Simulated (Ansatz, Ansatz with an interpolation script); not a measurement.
Rows from a G0W0 calculation on ThSeO (P4/nmm) (Ansatz 0.2.0; G0W0 on LDA, plane waves, PAW; PAW set soft_1; 4×4×2 mesh, 478 empty bands, screening to 150 eV, PAW set soft_1 files), in eV. Spin-orbit coupling is left out.

```csv
row,k,band,start,Σx,Σc at the solution,Vxc
A,Γ,c4,15.446,-9.848,-4.608,-15.143
B,Γ,v1,13.037,-18.563,1.422,-16.779
C,Γ,v3,12.402,-18.403,1.756,-16.223
D,Γ,c1,13.698,-9.148,-4.923,-14.926
E,Γ,c2,14.778,-13.061,-6.490,-21.190
F,Γ,c3,14.906,-13.395,-7.046,-22.297
```

Question: Give the quasiparticle energies and the shift of each level.

The quasiparticle equation reads E = start + Σx + Σc(E) − Vxc.

```csv
row,E (eV),shift (eV)
A,16.134,+0.687
B,12.675,−0.362
C,11.979,−0.424
D,14.553,+0.855
E,16.417,+1.638
F,16.763,+1.856
```

Limits: not at the basis limit; f levels unsure; no spin-orbit coupling; coarse k mesh.

[Paths, hosts, dates, memory and timing lines, banners, echoed tables and standing remarks are left out of the program output.]

[Logs are printed without paths, hosts, clocks, repeated set-up lines and the standing remarks that a program may print on its own settings, such as how far it seeks lower states.]

[Runs of the session that timed out or met a known fault of the program may be left out.]

[Hosts, paths, dates, database ids (printed as entryN), source tags and the programs' standing remarks are cut or masked in the printed files.]
